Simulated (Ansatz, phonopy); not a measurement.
# CdS (Hawleyite, F-43m): a volume series of phonon spectra, part 2 of 2

Aim: how the vibrations of CdS (Hawleyite) shift with volume, and the expansion that follows.

Ansatz 0.2.0; DFT PBE, scalar-relativistic, plane waves, PAW.

So far. Step 10 (Single point at a scaled cell, V/V0 1.03): The run ends at a pressure of -1.47 GPa. Step 11 (Lattice dynamics at this volume, V/V0 1.03): No mode is imaginary beyond numerical noise at the solved wavevectors. The highest zone-centre mode (no LO–TO term) moved by -5.5 % for a volume change of +3.0 %.

## (12) A cell at another volume, V/V0 0.97

The cell differs from the one that the last finished run ended in (a 4.232 → 4.148 Å, b 4.232 → 4.148 Å, c 4.232 → 4.148 Å).

input.yaml

```yaml
crystal:
  lattice:
    - [0.0, 2.9332779169, 2.9332779169]
    - [2.9332779169, 0.0, 2.9332779169]
    - [2.9332779169, 2.9332779169, 0.0]
  atoms:
    - { symbol: Cd, position: [0.0, 0.0, 0.0] }
    - { symbol: S, position: [0.25, 0.25, 0.25] }
kpoints:
  mp_grid: { grid: [8, 8, 8] }
hamiltonian:
  xc: pbe
scf:
  occupations: { method: fixed }
output:
  forces: true
  stress: true
  eigenvalues: true
```

Run with:

```
$ ansatz run input.yaml --threads 2 --pin off --max-ram 5120MiB --backend cpu --events-out ev --progress --plain --runs-dir out
```

Elapsed: 0.96 s, on 2 threads of Arm Neoverse V2, shared host; peak memory 0.3 GiB.

The run ends at a pressure of 1.75 GPa.

## (13) Lattice dynamics at this volume, V/V0 0.97

input.yaml, the sections that differ from step 12:

```yaml
output:
  eigenvalues: true
phonons:
  method: dfpt
  dielectric: true
  rigid_motions: translations
  qmesh: [4, 4, 4]
  temperatures: { t_max: 1000, t_step: 50 }
  qpath:
    path:
      - [[0.0, 0.0, 0.0], [-0.5, -0.5, 0.0], [-0.375, -0.375, 0.25]]
      - [[-0.375, 0.0, 0.375], [0.0, 0.0, 0.0], [0.0, 0.0, 0.5], [-0.5, -0.25, 0.25], [-0.5, -0.5, 0.0]]
    npoints: 10
# crystal, kpoints, hamiltonian, scf: as in step 12
```

Run time: 2.9 min. Hardware: 2 threads; peak memory 1.1 GiB; 5.8 min of CPU time.

LO-TO term included. The phonon branches at the labelled points (cm⁻¹):

| point | branch 1 | branch 2 | branch 3 | branch 4 | branch 5 | branch 6 |
| --- | --- | --- | --- | --- | --- | --- |
| Γ | 0 | 0 | 0 | 229 | 229 | 288 |
| halfway | 46 | 46 | 102 | 251 | 251 | 287 |
| X | 51 | 51 | 146 | 270 | 270 | 282 |
| halfway | 51 | 58 | 143 | 268 | 271 | 284 |
| U | 50 | 68 | 137 | 263 | 274 | 288 |
| jump to K | 50 | 68 | 137 | 263 | 274 | 288 |
| halfway | 36 | 59 | 103 | 242 | 255 | 288 |
| Γ | 0 | 0 | 0 | 229 | 229 | 288 |
| halfway | 33 | 33 | 98 | 239 | 239 | 290 |
| L | 40 | 40 | 134 | 248 | 248 | 293 |
| halfway | 50 | 64 | 131 | 257 | 266 | 291 |
| W | 60 | 72 | 134 | 269 | 273 | 286 |
| halfway | 55 | 61 | 141 | 269 | 271 | 285 |
| X | 51 | 51 | 146 | 270 | 270 | 282 |

No mode is imaginary beyond numerical noise at the solved wavevectors. The highest zone-centre mode (no LO–TO term) moved by +5.8 % for a volume change of -3.0 %.

## (14) Single point at a scaled cell, V/V0 1.05

The cell differs from the one that the last finished run ended in (a 4.148 → 4.259 Å, b 4.148 → 4.259 Å, c 4.148 → 4.259 Å).

input.yaml, the sections that differ from step 13:

```yaml
crystal:
  lattice:
    - [0.0, 3.0117972629, 3.0117972629]
    - [3.0117972629, 0.0, 3.0117972629]
    - [3.0117972629, 3.0117972629, 0.0]
  atoms:
    - { symbol: Cd, position: [0.0, 0.0, 0.0] }
    - { symbol: S, position: [0.25, 0.25, 0.25] }
output:
  forces: true
  stress: true
  eigenvalues: true
# kpoints, hamiltonian, scf: as in step 13
# phonons: removed
```

Wall time 1 s (2 threads); peak memory 0.31 GiB; 1.9 s of CPU time.

The run ends at a pressure of -2.33 GPa.

## (15) Lattice dynamics at this volume, V/V0 1.05

input.yaml, the sections that differ from step 14:

```yaml
output:
  eigenvalues: true
phonons:
  method: dfpt
  dielectric: true
  rigid_motions: translations
  qmesh: [4, 4, 4]
  temperatures: { t_max: 1000, t_step: 50 }
  qpath:
    path:
      - [[0.0, 0.0, 0.0], [-0.5, -0.5, 0.0], [-0.375, -0.375, 0.25]]
      - [[-0.375, 0.0, 0.375], [0.0, 0.0, 0.0], [0.0, 0.0, 0.5], [-0.5, -0.25, 0.25], [-0.5, -0.5, 0.0]]
    npoints: 10
# crystal, kpoints, hamiltonian, scf: as in step 14
```

Run time: 2.8 min. Hardware: 2 threads; peak memory 1.2 GiB.

No mode is imaginary beyond numerical noise at the solved wavevectors. The highest zone-centre mode (no LO–TO term) moved by -9.1 % for a volume change of +5.0 %.

## (16) How the modes move with volume

This step: DFT PBE, scalar-relativistic, plane waves, PAW (phonopy 4.10.0).

Numbers from this step:

| Property | Result |
| --- | --- |
| share of modes with a negative Grüneisen parameter | 0.332 |

Mean Grüneisen, by row:

```
T (K)  heat-capacity-weighted mean  root mean square
   50                       -0.402             1.115
  100                        0.249              1.27
  200                        0.575             1.355
  300                        0.643             1.372
  500                        0.679             1.381
  800                        0.691             1.384
```

Table of mean mode Grueneisen parameter by wavenumber:

```
wavenumber (cm⁻¹)  mean mode Grueneisen parameter
                5                               -
               14                            -1.8
               23                           -1.29
               33                           -1.05
               42                           -1.31
               52                           -1.13
               61                          -0.532
               70                          -0.218
               80                            1.12
               89                            1.07
               98                            1.08
              108                             1.1
              117                             1.1
              127                            1.13
              136                            1.18
              145                               -
              155                               -
              164                               -
              173                               -
              183                               -
              192                               -
              202                               -
              211                               -
              220                            1.88
              230                            1.86
              239                            1.81
              248                            1.73
              258                            1.58
              267                            1.37
              276                            1.41
```

Volume series, by row:

```csv
V/V0,V (Å³/atom),pressure (GPa),E - E0 (meV/atom),gap (eV),zero-point energy (meV/atom),lowest on the path (cm⁻¹),highest at Gamma without the LO-TO term (cm⁻¹)
0.97,25.24,1.752,4.169,1.108,31.89,0,228.6
0.985,25.63,0.843,1.017,1.075,31.28,0,222.2
1,26.02,0.006,0,1.042,30.68,0,216
1.015,26.41,-0.763,0.934,1.009,30.09,0,210
1.03,26.8,-1.47,3.669,0.976,29.51,0,204.1
1.05,27.32,-2.325,9.851,0.932,28.74,0,196.5
```

Table of optical frequency at Gamma without the LO-TO term, mode 4 by V/V0:

```
  V/V0  optical frequency at Gamma without the LO-TO term, mode 4 (cm⁻¹)
0.9700                                                               229
0.9850                                                               222
1.0000                                                               216
1.0150                                                               210
1.0300                                                               204
1.0500                                                               196
```

Grüneisen at points, by row:

| point | branch | frequency (cm⁻¹) | mode Grüneisen parameter |
| --- | --- | --- | --- |
| Γ | 4 | 216 | 1.89 |
| Γ | 6 | 277.3 | 1.21 |
| X | 1 | 54.4 | -1.66 |
| X | 3 | 141.3 | 1.13 |
| X | 4 | 255.7 | 1.76 |
| X | 6 | 271.2 | 1.36 |
| U | 1 | 52.7 | -1.63 |
| U | 2 | 68.7 | -0.25 |
| U | 3 | 132.6 | 1.19 |
| U | 4 | 249.4 | 1.79 |
| U | 5 | 262.1 | 1.44 |
| U | 6 | 274.3 | 1.57 |
| K | 1 | 52.7 | -1.63 |
| K | 2 | 68.7 | -0.25 |
| K | 3 | 132.6 | 1.19 |
| K | 4 | 249.4 | 1.79 |
| K | 5 | 262.1 | 1.44 |
| K | 6 | 274.3 | 1.57 |
| L | 1 | 42.9 | -2.04 |
| L | 3 | 130.7 | 0.84 |
| L | 4 | 234.1 | 1.87 |
| L | 6 | 280.8 | 1.41 |
| W | 1 | 61.3 | -0.52 |
| W | 2 | 72.8 | -0.43 |
| W | 3 | 129.4 | 1.27 |
| W | 4 | 258 | 1.42 |
| W | 5 | 258.7 | 1.74 |
| W | 6 | 273 | 1.6 |

## (17) Quasi-harmonic fit by phonopy

Numbers from this step:

```
volume expansion coefficient at 300 K : 20.56 1e-6/K
isothermal bulk modulus at 300 K      : 49.55 GPa
C_P at 300 K                          : 23.49 J/mol-atom/K
Grüneisen parameter at 300 K          : 0.688
```

Table of energy (each curve on its own zero) by volume; values in meV/atom:

| volume (Å³/atom) | static | F at 0 K | F at 300 K | F at 900 K |
| --- | --- | --- | --- | --- |
| 25.238 | 4.17 | 5.69 | 6.5 | 10.4 |
| 25.629 | 1.02 | 1.93 | 2.55 | 5.16 |
| 26.019 | 0 | 0.32 | 0.65 | 1.79 |
| 26.409 | 0.93 | 0.66 | 0.61 | 0.13 |
| 26.799 | 3.67 | 2.81 | 2.31 | 0.04 |
| 27.320 | 9.85 | 8.23 | 7.01 | 2.16 |

Phonopy-qha, vinet fit of F(V) at each temperature; no electronic free energy. Qha vinet, by row:

```
T (K)  fitted volume (Å³/atom)  alpha_V (1e-6/K)  B_T (GPa)  C_P (J/mol-atom/K)  Grueneisen
  100                    26.14              5.47      51.98               15.77      0.2834
  150                    26.15             12.52      51.41               19.71      0.5154
  200                    26.17             16.52       50.8               21.72      0.6109
  250                    26.19             18.93      50.18               22.83      0.6592
  300                    26.22             20.56      49.55               23.49      0.6883
  350                    26.25             21.77      48.92               23.91      0.7083
  400                    26.28             22.76      48.29               24.21      0.7236
  450                    26.31             23.61      47.66               24.42      0.7361
  500                    26.34             24.39      47.03               24.59       0.747
  550                    26.37             25.12      46.41               24.72      0.7568
  600                     26.4             25.82      45.78               24.83       0.766
  650                    26.44              26.5      45.16               24.93      0.7748
  700                    26.48             27.18      44.54               25.02      0.7833
  750                    26.51             27.86      43.92                25.1      0.7916
  800                    26.55             28.55      43.31               25.17      0.7998
  850                    26.59             29.24       42.7               25.24      0.8079
```

Table of volume expansion coefficient, phonopy-qha, Vinet by temperature:

temperature (K), volume expansion coefficient, phonopy-qha, Vinet (1e-6/K) and a bar:
```
       75        0.8 
      100        5.5 #####
      125        9.5 #########
      150       12.5 ############
      175       14.8 ###############
      200       16.5 ################
      225       17.9 ##################
      250       18.9 ###################
      275       19.8 ####################
      300       20.6 #####################
      325       21.2 #####################
      350       21.8 ######################
      375       22.3 ######################
      400       22.8 #######################
      425       23.2 #######################
      450       23.6 ########################
      475       24.0 ########################
      500       24.4 #########################
      525       24.8 #########################
      550       25.1 #########################
      575       25.5 ##########################
      600       25.8 ##########################
      625       26.2 ##########################
      650       26.5 ###########################
      675       26.8 ###########################
      700       27.2 ###########################
      725       27.5 ############################
      750       27.9 ############################
      775       28.2 #############################
      800       28.6 #############################
      825       28.9 #############################
      850       29.2 ##############################
      875       29.6 ##############################
```

The fit gives a volume expansion of 20.6 × 10⁻⁶/K at 300 K.

## (18) Summary of results

| Quantity | Value |
| --- | --- |
| volume expansion coefficient at 300 K | 20.56 1e-6/K |
| isothermal bulk modulus at 300 K | 49.55 GPa |
| C_P at 300 K | 23.49 J/mol-atom/K |
| Grüneisen parameter at 300 K | 0.688 |
| mean mode Grüneisen parameter at 300 K | 0.643 |

**Reading.** Near room temperature CdS (Hawleyite) expands by 20.6 × 10⁻⁶/K in volume by PBE, with C_P = 23.5 J/(mol K) per mole of atoms and B_T = 49.5 GPa. C_P at room temperature is 94 % of the classical 3R an atom. The heat-capacity-weighted Grüneisen parameter goes from -0.402 at 50 K to 0.691 at 800 K; 33 % of the modes stiffen on expansion. Weighting γ by the density of states and each mode's heat capacity at 300 K, the lowest third of the frequency range (cuts at 90 and 190 cm⁻¹) pulls the cell inward, while the rest pushes it outward. Among the labelled points γ is largest for branch 4 at Γ (216 cm⁻¹, 1.9) and most negative for branch 1 at L (42.9 cm⁻¹, -2.0). The log warns that the k-mesh is coarse for the response calculation and asks for a check on a denser one. The interpolation has no quadrupole term, so branches near the zone centre are less sure, since this crystal has sites that are not centres of inversion.

[Logs are printed without paths, hosts, clocks, repeated set-up lines and the standing remarks that a program may print on its own settings, such as how far it seeks lower states.]

[Hosts, paths, dates, database ids (printed as entryN), source tags and the programs' standing remarks are cut or masked in the printed files.]

[A step with changed settings may run another functional than the one named; its input shows which.]

[Of the runs on displaced cells, only some may be shown.]
